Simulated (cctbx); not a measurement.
## From intensities to atoms

Cell a = 6.5690 Å, b = 6.5690 Å, c = 6.5690 Å, α = 90.00°, β = 90.00°, γ = 90.00°; space group Fd-3m (no. 227, origin choice 1); content Sc8 Be16.

The data are simulated with cctbx, not measured: Ga Kα, λ = 1.3414 Å, to d = 0.83 Å, 80 % of the full sphere, strongest reflection 70000 counts, noise from counting, a 6 % proportional error and a noise floor of 4 counts (s.d.); no absorption.

1 earlier start (other random phases, and plain and normalised amplitudes in turn) led nowhere (symmetry correlation 0.96).

Charge flipping in P1 on normalised amplitudes to 0.83 Å, δ = 1 σ, 30 % of the reflections treated as weak, 600 cycles:

```text
cycle      R  skewness
    0  0.506     0.49
   50  0.240     5.23
  100  0.220     5.02
  150  0.232     5.04
  200  0.244     5.04
  250  0.231     5.12
  300  0.247     4.96
  350  0.235     4.97
  400  0.224     4.97
  450  0.225     4.95
  500  0.225     4.86
  550  0.222     4.96
origin shift          correlation  skewness
-0.005  0.201  0.124      0.966      0.34
 0.059  0.094  0.369      0.968      0.13
-0.070 -0.049  0.322      0.949     -0.56
 0.163  0.071  0.134      0.977      8.13
taken: symmetry correlation 0.977, skewness 8.13
peak      x       y       z  mult  height/sigma
Q1    0.0000  0.0000  0.0000    8     15.2
Q2    0.1250  0.1250  0.6250   16      1.5
Q3    0.1036  0.1036  0.8964   32      0.6
Q4    0.0507  0.0507  0.3295   96      0.4
Q5    0.0000  0.0000  0.1719   48      0.4
Q6    0.1250  0.1250  0.1250   16      0.1
```

The origin is taken among those within 0.04 of the best correlation, by the skewness of the map.

It took 0.98 s on 1 thread of Arm Neoverse V2, with other jobs on the host, peak memory 0.07 GiB.

**Question.** Which peaks are atoms, and which elements?

Heights go roughly as Z and multiplicities must add up to the content. First model: Q1 = Sc1 (8 in the cell, height 15.2) and Q2 = Be1 (16 in the cell, height 1.5). Against the true structure, Q1 is Sc and Q2 is Be; the other peaks are not atoms.

Least squares on F², isotropic:

```text
Rint 0.048, 21 unique reflections to 0.86 A
cycle     R1     wR2    GooF  max shift (A)
   1  0.0477  0.1294   8.572   0.00000
   2  0.0070  0.0139   0.918   0.00000
final R1 0.0070 wR2 0.0139 GooF 0.918  parameters 2  data/parameter 10.5
atom        x        y        z      Ueq    occ   su(xyz)  su(Uiso or U11)
Sc1    0.00000  0.00000  0.00000   0.0232  1.000  0.00000  0.0002
Be1    0.12500  0.12500  0.62500   0.0334  1.000  0.00000  0.0004
difference map: max 0.10 min -0.05 rms 0.03
Q1    0.0000  0.0000  0.2271   48    0.10  1.49 A from Sc1
Q2    0.0929  0.0929  0.4071   32    0.06  1.46 A from Be1
Q3    0.0850  0.0850  0.5850   32    0.05  0.46 A from Be1
Q4    0.1250  0.1250  0.1250   16    0.05  1.42 A from Sc1
Q5    0.0795  0.0795  0.9205   32    0.03  0.90 A from Sc1
```

Anisotropic refinement:

```text
Rint 0.048, 21 unique reflections to 0.86 A
cycle     R1     wR2    GooF  max shift (A)
   1  0.0069  0.0139   0.944   0.00000
   2  0.0071  0.0129   0.880   0.00000
final R1 0.0071 wR2 0.0129 GooF 0.880  parameters 3  data/parameter 7.0
atom        x        y        z      Ueq    occ   su(xyz)  su(Uiso or U11)
Sc1    0.00000  0.00000  0.00000   0.0232  1.000  0.00000  0.0002
Be1    0.12500  0.12500  0.62500   0.0335  1.000  0.00000  0.0004
difference map: max 0.10 min -0.05 rms 0.03
Q1    0.0000  0.0000  0.2234   48    0.10  1.47 A from Sc1
Q2    0.0913  0.0913  0.4087   32    0.05  1.45 A from Be1
Q3    0.1250  0.1250  0.1250   16    0.05  1.42 A from Sc1
Q4    0.0867  0.0867  0.9133   32    0.04  0.99 A from Sc1
Q5    0.1250  0.1250  0.6250   16    0.03  0.00 A from Be1
Q6    0.0000  0.0000  0.5000    8   -0.03  1.42 A from Be1
```

**Reading.** The refinement ends at R1 = 0.0071, wR2 = 0.0129, GooF = 0.88, with difference density between -0.05 and 0.10 e/Å³. Every site matches the true model in element, within 0.001 Å r.m.s., up to an allowed shift of origin.

True model:

| atom | mult. | x | y | z | Ueq (Å²) |
| --- | --- | --- | --- | --- | --- |
| Sc1 | 8 | 0 | 0 | 1/2 | 0.0231 |
| Be1 | 16 | 7/8 | 7/8 | 1/8 | 0.0332 |

The model was made for the exercise: a known structure type with other elements put in, its volume estimated, not relaxed; displacement parameters are assumed.

[Middle refinement cycles are left out of these outputs.]

[Logs are printed without paths, hosts, clocks, repeated set-up lines and the standing remarks that a program may print on its own settings, such as how far it seeks lower states.]
